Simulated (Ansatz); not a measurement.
# Al5AgS8 (F-43m):V_S (site 2), thermodynamic levels from a 56-atom cell

Aim: at which Fermi levels does V_S (site 2) in Al5AgS8 (F-43m) change its charge? The model is a cell of 56 host atoms with 1 S taken out.

Method: place-levels on PBEsol runs: charge-transition levels and formation energies with image-charge correction and potential alignment at the atomic sites, in Ansatz 0.2.0.

### Step 1. Starting point

The cell holds 55 atoms: 20 Al, 4 Ag and 31 S. Its edges and angles: a = 10.073 Å, b = 10.073 Å, c = 10.073 Å, α = 90.0°, β = 90.0°, γ = 90.0°. It derives from Al5AgS8 (space group F-43m). Nearest the centre at fractional (0.614, 0.114, 0.614): Al4 at 2.34 Å, Al15 at 2.34 Å, Al9 at 2.34 Å, Ag23 at 2.38 Å, S37 at 3.24 Å, S35 at 3.24 Å, S25 at 3.24 Å, S52 at 3.57 Å.

The host's dielectric constants go in as inputs: 6.85 for the electrons alone, 11.47 with the ions, from a response run on this crystal (DFPT, PBEsol) at that run's own cell.

The cell's shortest repeat is 10.1 Å.

### Step 2. Charge states

A transition level is the Fermi level at which two charge states cost the same, so each charge needs its own total energy, at its own relaxed structure.

Each atom starts 0.05 Å or so off its site in a random direction: a symmetric start keeps its symmetry, and would miss off-centre moves and Jahn–Teller distortions. Forces are taken at one point at (¼, ¼, ¼). The cell holds 1 electron more than the neutral one, with a uniform background that keeps it neutral on the whole. The electron count is odd, so at least one spin is unpaired; this run locks the moment at 1 μB.

The sampling was tested on the host first: at the k-points planned (1x1x1 shifted 0.25 0.25 0.25) its energy lies 0.000 eV an atom from the dense-mesh value, under the bound of 0.02 eV set for this test; that bounds the host's error, not the defect's.

One state's input; the others differ in charge, spin, start and seed, and in occupations where the table says so.

Input file qm1_M1.relax/input.yaml:

```yaml
crystal:
  lattice:
    - [10.0726001, 0.0, 0.0]
    - [0.0, 0.0, -10.0726001]
    - [0.0, 10.0726001, 0.0]
  atoms:
    - { symbol: Al, position: [0.11855736, 0.38144264, 0.61855736] }
    - { symbol: Al, position: [0.11855736, 0.88144264, 0.11855736] }
[... 1 atom line left out ...]
    - { symbol: Al, position: [0.61855736, 0.88144264, 0.61855736] }
[... 1 atom line left out ...]
    - { symbol: Al, position: [0.38144264, 0.88144264, 0.38144264] }
[... 2 atom lines left out ...]
    - { symbol: Al, position: [0.38144264, 0.11855736, 0.61855736] }
[... 5 atom lines left out ...]
    - { symbol: Al, position: [0.61855736, 0.11855736, 0.38144264] }
[... 1 atom line left out ...]
    - { symbol: Al, position: [0.0, 0.0, 0.5] }
[... 1 atom line left out ...]
    - { symbol: Al, position: [0.5, 0.0, 0.0] }
    - { symbol: Al, position: [0.5, 0.5, 0.5] }
[... 2 atom lines left out ...]
    - { symbol: Ag, position: [0.75, 0.25, 0.75] }
[... 1 atom line left out ...]
    - { symbol: S, position: [0.38614673, 0.11385327, 0.38614673] }
[... 1 atom line left out ...]
    - { symbol: S, position: [0.88614673, 0.11385327, 0.88614673] }
[... 6 atom lines left out ...]
    - { symbol: S, position: [0.61385327, 0.38614673, 0.88614673] }
    - { symbol: S, position: [0.61385327, 0.88614673, 0.38614673] }
[... 1 atom line left out ...]
    - { symbol: S, position: [0.38614673, 0.88614673, 0.61385327] }
    - { symbol: S, position: [0.88614673, 0.38614673, 0.61385327] }
[... 1 atom line left out ...]
    - { symbol: S, position: [0.36634011, 0.13365989, 0.86634011] }
[... 1 atom line left out ...]
    - { symbol: S, position: [0.86634011, 0.13365989, 0.36634011] }
[... 7 atom lines left out ...]
    - { symbol: S, position: [0.63365989, 0.36634011, 0.36634011] }
    - { symbol: S, position: [0.63365989, 0.86634011, 0.86634011] }
    - { symbol: S, position: [0.36634011, 0.36634011, 0.63365989] }
[... 2 atom lines left out ...]
    - { symbol: S, position: [0.86634011, 0.86634011, 0.63365989] }
  host:
    repeats: [1, 1, 1]
    atoms:
      - { symbol: Al, position: [0.11855736, 0.38144264, 0.61855736] }
      - { symbol: Al, position: [0.11855736, 0.88144264, 0.11855736] }
      # ... 54 more atoms of the perfect host
total_charge: -1
basis:
  ecutwfc: 420
  xc_grid: 2
hamiltonian:
  xc: pbesol
kpoints:
  mp_grid: { grid: [1, 1, 1], shift: [0.25, 0.25, 0.25] }
magnetization:
  spin_polarized: true
  initial_magnetization: 1
  spin_locking: { lock_magnetization: hard }
scf:
  occupations: { method: fixed }
  max_iter: 60
output:
  forces: true
  charged_corrections:
    epsilon: 6.85
    static_epsilon: 11.47
    defect_position: [0.613853, 0.113853, 0.613853]
relax:
  f_tol: 0.02
  max_steps: 80
  random_displacement: { amplitude: 0.05, seed: 8095 }
checkpoint:
  write: "../qm1_M1.relax.run"
  compress: false
  write_wavefunctions: true
  write_every: 100000
```

Run with:

```
ansatz run input.yaml --threads 4 --pin off --max-ram 7536MiB --backend cpu --events-out ev --progress --plain --runs-dir out
```

Defect states can disperse in a cell of this size, so the energy is taken again at a 2×2×2 shifted mesh, on the relaxed structure.

The run of this state that the levels use, under PBEsol:

Input file qm1_M1.point/input.yaml:

```yaml
crystal:
  checkpoint: "../qm1_M1.relax.run"
  host: checkpoint
total_charge: -1
basis:
  ecutwfc: 420
  xc_grid: 2
hamiltonian:
  xc: pbesol
kpoints:
  mp_grid: { grid: [2, 2, 2], shift: [0.5, 0.5, 0.5] }
magnetization:
  spin_polarized: true
  initial_magnetization: 1
  spin_locking: { lock_magnetization: hard }
scf:
  occupations: { method: fermi_dirac, width: 0.01 }
  max_iter: 60
output:
  forces: true
  eigenvalues: true
  charged_corrections:
    epsilon: 6.85
    static_epsilon: 11.47
    defect_position: [0.613853, 0.113853, 0.613853]
  eigenstates: { localisation: true }
  populations: true
  efg: {}
  band_densities: [{ bands: [v1, v1] }, { bands: [c1, c1] }]
  write_density: true
  write_potential: true
  volumetric_format: npy
checkpoint:
  read: "../qm1_M1.relax.run"
  write: "../qm1_M1.point.run"
  compress: false
  write_wavefunctions: false
  write_every: 100000
```

Relaxations under PBEsol at one point at (¼, ¼, ¼); times on 4 threads of Arm Neoverse V1, shared host:

```
charge  moment (μB)  occupations    outcome  steps  largest displacement against the far atoms (Å)     time
    −1            1        fixed  converged     12                                            1.50  3.1 min
     0            0        fixed  converged     10                                            1.48     83 s
    +1            1        fixed  converged     10                                            1.09    3 min
    +2            0        fixed  converged      6                                            0.31     57 s
```

Single points under PBEsol at a 2×2×2 shifted mesh; times on 4 threads of Arm Neoverse V1, shared host:

```
charge  moment (μB)  occupations    outcome     time
    −1            1  fermi-dirac  converged  2.7 min
     0            0  fermi-dirac  converged     74 s
    +1            1  fermi-dirac  converged  2.5 min
    +2            0  fermi-dirac  converged     69 s
```

Distances (Å) from the ideal centre to the nearest atoms after relaxation with PBEsol:

```
charge  moment (μB)       1.       2.       3.       4.      5.      6.
    −1            1  Ag 0.88  Al 2.19  Al 2.19  Al 2.20  S 3.11  S 3.11
     0            0  Ag 0.90  Al 2.17  Al 2.17  Al 2.18  S 3.11  S 3.12
    +1            1  Ag 1.30  Al 2.41  Al 2.41  Al 2.41  S 3.09  S 3.09
    +2            0  Ag 2.49  Al 2.64  Al 2.65  Al 2.65  S 3.08  S 3.08
```

### Step 3. Placing the levels, PBEsol

A charged cell interacts with its images and the background, and its potential has another zero than the host's. place-levels removes the first by a point-charge model, screened by the static dielectric constant since the ions have relaxed around the charge, and the second by comparing potentials at atoms far from the defect.

The host is a run of the defect-free crystal in the same cutoffs, grids and k-points, so that basis and sampling errors cancel in part in the differences. Its band edges come from a run of the primitive cell that searches the zone for them. Chemical potentials are energies per atom of S (S12 rings, Pnnm, not the stable S8 form), run with the same functional and cutoff.

Input file levels.point.yaml:

```yaml
host:
  run: host.point.run
  levels_from: { run: edges.point.run }
states: [qm1_M1.point.run, q0.point.run, qp1_M1.point.run, qp2.point.run]
geometry_from:
  qm1_M1.point.run: qm1_M1.relax.run
  q0.point.run: q0.relax.run
  qp1_M1.point.run: qp1_M1.relax.run
  qp2.point.run: qp2.relax.run
  host.point.run: host.relax.run
chemical_potentials:
  S:
    energy: -884.879081
    dataset: "<sha256 of the dataset>"
epsilon: 6.85
static_epsilon: 11.47
vertical:
  - { from: qm1_M1.point.run, to: qm1_M1.point_neutral.run }
  - { from: qp1_M1.point.run, to: qp1_M1.point_neutral.run }
  - { from: qp2.point.run, to: qp2.point_neutral.run }
```

Run with:

```
ansatz place-levels levels.point.yaml -- --threads 4 --pin off --max-ram 7536MiB
```

Numbers of over 12 decimals in the logs are rounded to 6 here.

Output:

```text
[... repeated set-up lines and file paths are left out, and long positions are rounded to six places ...]
(+2/+1) 0.721 eV above the valence edge, 0.622 eV under the conduction edge; not on the lower envelope
(+1/0) 0.067 eV above the valence edge, 1.276 eV under the conduction edge; not on the lower envelope
(0/-1) 1.409 eV above the valence edge (+1.944 eV without the band-filling correction), in the conduction band
(+2/0) 0.394 eV above the valence edge, 0.949 eV under the conduction edge: charges between them are lowest nowhere
formation energy of charge +2: +1.508 eV with the Fermi level at the valence edge
formation energy of charge +1: +2.229 eV with the Fermi level at the valence edge
formation energy of charge 0: +2.296 eV with the Fermi level at the valence edge
formation energy of charge -1: +3.705 eV with the Fermi level at the valence edge
vertical -1 to 0: no energy, since no alignment is typed
  the change from vertical[0].from (qm1_M1.point.run) to vertical[0].to (qm1_M1.point_neutral.run): by its potential at epsilon 6.85 it stands at 0.305 0.806 0.302, with an rms radius of about 8.0 Å (4.6 4.6 4.6 Å across the planes of the cell's vectors); [...]
vertical +1 to 0: no energy, since no alignment is typed
  the change from vertical[1].from (qp1_M1.point.run) to vertical[1].to (qp1_M1.point_neutral.run): by its potential at epsilon 6.85 it stands at 0.619 0.119 0.619, with an rms radius of about 2.8 Å (1.6 1.6 1.6 Å across the planes of the cell's vectors); [...]
vertical +2 to 0: no energy, since no alignment is typed
  the change from vertical[2].from (qp2.point.run) to vertical[2].to (qp2.point_neutral.run): by its potential at epsilon 6.85 it stands at 0.640 0.141 0.640, with an rms radius of about 5.4 Å (3.1 3.1 3.1 Å across the planes of the cell's vectors); [...]
  edges by pbesol of host.levels_from (edges.point.run), its mesh sampled to repeats of 35.61 Å (the valence edge +0.050 eV and the conduction edge -0.391 eV from those of the host's own run), gap 1.343 eV; the host is sampled to repeats of 28.49 Å
  the defect's cells are sampled to repeats of 28.49 Å, like sampling
  charge +2: -68080.1383 eV with its correction of +0.227 eV, at epsilon 11.47, aligned at sites: -0.2403 eV, mean over 29 atomic sites at or beyond 5.04 Å from the host's site at [0.6132, 0.1132, 0.6132] by the defect at [0.6139, 0.1139, 0.6139], with [...]
  charge +1: -68072.4758 eV with its correction of -0.066 eV, at epsilon 11.47, aligned at sites: -0.2425 eV, mean over 29 atomic sites at or beyond 5.04 Å from the host's site at [0.6132, 0.1132, 0.6132] by the defect at [0.6139, 0.1139, 0.6139], with [...]
  charge 0: +0.000 eV for its dipole among its images, +0.021 omitted
  charge -1: -68056.5825 eV with its correction of +0.321 eV, at epsilon 11.47, aligned at sites: -0.1445 eV, mean over 29 atomic sites at or beyond 5.04 Å from the host's site at [0.6132, 0.1132, 0.6132] by the defect at [0.6139, 0.1139, 0.6139], with [...]
  of states[3] (qp2.point.run): it parts from the run at its places by a charge that spreads by about 3.1 Å along one vector (1.7 Å or more is wide), by its potential at epsilon 6.85, taken for that of held ions (one typed too small widens it), where the cell [...]
  of states[2] (qp1_M1.point.run): its displacements don't fall off away from the defect: farther atoms stand 0.034 Å off the host's places. [...]
  of states[1] (q0.point.run): its displacements don't fall off away from the defect: farther atoms stand 0.041 Å off the host's places. [...]
  of states[0] (qm1_M1.point.run): it parts from the run at its places by a charge that spreads by about 4.6 Å along one vector (1.7 Å or more is wide), by its potential at epsilon 6.85, taken for that of held ions (one typed too small widens it), where the [...]
  of vertical[0].from (qm1_M1.point.run): its displacements don't fall off away from the defect: farther atoms stand 0.041 Å off the host's places. [...]
  of vertical[0].to (qm1_M1.point_neutral.run): its displacements don't fall off away from the defect: farther atoms stand 0.041 Å off the host's places. [...]
  of vertical[1].from (qp1_M1.point.run): its displacements don't fall off away from the defect: farther atoms stand 0.034 Å off the host's places. [...]
  of vertical[1].to (qp1_M1.point_neutral.run): its displacements don't fall off away from the defect: farther atoms stand 0.034 Å off the host's places. [...]
  of vertical[2].from (qp2.point.run): its sublattices stand up to 0.0945 Å off the host's, which by the two runs' forces adds about -0.04 eV to its energy against the host's, and moves the band edges: relax the crystal first, and build the cells on it; [...]
```

Run time: 0.48 s. Hardware: 4 threads of Arm Neoverse V1, shared host.

Under PBEsol the gap is 1.34 eV, (+2/+1) 0.72, (+1/0) 0.07, (0/−1) 1.41 (outside the gap) (with band filling) eV; the steps are inverted, so the lowest state changes at (+2/0) 0.39 eV.

Levels between the charges placed, in eV above the valence top:

```
        gap (eV)  (+2/+1)  (+1/0)  (0/−1)
PBEsol      1.34     0.72    0.07    1.41
```

Corrections by state:

```
charge  moment (μB)  image terms and alignment (eV)  band filling (eV)  ε used  over the lowest of its charge, as the program ranks them, band filling apart (eV)
    +2          0.0                           0.227                  -   11.47                                                                              0.000
    +1          1.0                          -0.066                  -   11.47                                                                              0.000
     0          0.0                           0.000                  -       -                                                                              0.000
    −1          1.0                           0.321             -0.535   11.47                                                                              0.000
```

The charged structures listed were also run neutral, and place-levels reads from each pair, by the potential or the spins, how wide the charge is by which they differ; that can be the carrier of either run.

```
charge  rms radius (Å)  spread where it is widest against the cell (Å)  wide from (Å)  reading
    +2             5.4                                            3.12           1.74     wide
    +1             2.8                                            1.59           1.74   narrow
    −1             8.0                                            4.60           1.74     wide
```

The neutral runs of these pairs need not share the spin of the lowest neutral state, and very wide values only mean spread over the cell.

From the program's caveats on the states, each cut to its opening words:

- charge +2: it parts from the run at its places by a charge that spreads by about 3.1 Å along one vector (1.7 Å or more is wide), by its potential at epsilon 6.85, taken [...]
- charge +2: its sublattices stand up to 0.0945 Å off the host's, which by the two runs' forces adds about -0.04 eV to its energy against the host's, and moves the band [...]
- charge +1 (1 μB): its displacements don't fall off away from the defect: farther atoms stand 0.034 Å off the host's places
- charge 0, −1 (1 μB): its displacements don't fall off away from the defect: farther atoms stand 0.041 Å off the host's places
- charge −1 (1 μB): it parts from the run at its places by a charge that spreads by about 4.6 Å along one vector (1.7 Å or more is wide), by its potential at epsilon 6.85, taken [...]
- charge −1 (1 μB): a band-filling correction moves a carrier to the host's band edge, which changes its energy by -0.535 eV
- charge −1 (1 μB): the host's ions (past the first shell or, of a walk that freed a part, those that it held) aren't shown at rest: they stand up to 0.201 Å off their sites, 3.14 [...]
- charge −1 (1 μB): the far atoms show a dipole or second moment of the defect's charge, for which the correction takes or leaves out 0.078 eV: further moments aren't read, and [...]
- charge −1 (1 μB): its sublattices stand up to 0.0630 Å off the host's, which by the two runs' forces adds about +0.03 eV to its energy against the host's, and moves the band [...]
- charge −1 (1 μB): its moments are held at its close (magnetization.spin_locking), by a field of 0.007 eV a Bohr magneton, and its energy and levels are of the state that this [...]

Chemical potentials of the elements' reference phases, run alike. Formation energy by charge state (elemental references; gap 1.34 eV):

```
charge  at valence top (eV)  at conduction bottom (eV)  correction included (eV)
    +2                 1.51                       4.19                      0.23
    +1                 2.23                       3.57                     -0.07
     0                 2.30                       2.30                      0.00
    −1                 3.70                       2.36                     -0.21
```

Fermi level (eV), lowest formation energy (eV) and a bar from the least value:
```
     0.00       1.51 
     0.12       1.75 #########
     0.24       2.00 ###################
     0.37       2.24 ############################
     0.49       2.30 ##############################
     0.61       2.30 ##############################
     0.73       2.30 ##############################
     0.85       2.30 ##############################
     0.98       2.30 ##############################
     1.10       2.30 ##############################
     1.22       2.30 ##############################
     1.34       2.30 ##############################
```

### Step 4. The same at the relaxations' own k-points

The relaxations' own energies give the levels at their sampling, for comparison.

Input file levels.relax_mesh.yaml:

```yaml
host:
  run: host.relax.run
  levels_from: { run: edges.relax.run }
states: [qm1_M1.relax.run, q0.relax.run, qp1_M1.relax.run, qp2.relax.run]
chemical_potentials:
  S:
    energy: -884.879081
    dataset: "<sha256 of the dataset>"
```

Run with:

```
ansatz place-levels levels.relax_mesh.yaml -- --threads 4 --pin off --max-ram 7536MiB
```

Output:

```text
[...]
formation energy of charge +2: +1.584 eV with the Fermi level at the valence edge
formation energy of charge +1: +2.298 eV with the Fermi level at the valence edge
formation energy of charge 0: +2.373 eV with the Fermi level at the valence edge
formation energy of charge -1: +3.785 eV with the Fermi level at the valence edge
  edges by pbesol of host.levels_from (edges.relax.run), its mesh sampled to repeats of 35.61 Å (the valence edge +0.063 eV and the conduction edge -0.397 eV from those of the host's own run), gap 1.343 eV; the host is sampled to repeats of 14.24 Å
[... the lines on each state left out ...]
```

It took 0.16 s on 4 threads.

Levels between neighbouring charges, in eV above the valence top:

```
                        gap (eV)  (+2/+1)  (+1/0)  (0/−1)
one point at (¼, ¼, ¼)      1.34     0.71    0.08    1.41
  a 2×2×2 shifted mesh      1.34     0.72    0.07    1.41
```

Going from one point at (¼, ¼, ¼) to a 2×2×2 shifted mesh moves the levels that carry no band-filling term by up to 0.01 eV and formation energies against the elements by up to 0.08 eV; band-filling terms, which differ between samplings, are in these energies.

(Part 1 of 2 ends here.)

[Logs are printed without paths, hosts, clocks, repeated set-up lines and the standing remarks that a program may print on its own settings, such as how far it seeks lower states.]

[Hosts, paths, dates, database ids (printed as entryN), source tags and the programs' standing remarks are cut or masked in the printed files.]

[Where a table of states has a column of steps, it counts the stored structures, which are thinned; the runs took as many ionic steps or more.]

[A defect's name tells the site on which it was built; relaxed atoms can leave that site.]

[For some hosts the program warned that the k-mesh of the response run may be too coarse for force constants and the static dielectric constant; such warnings are not shown here.]
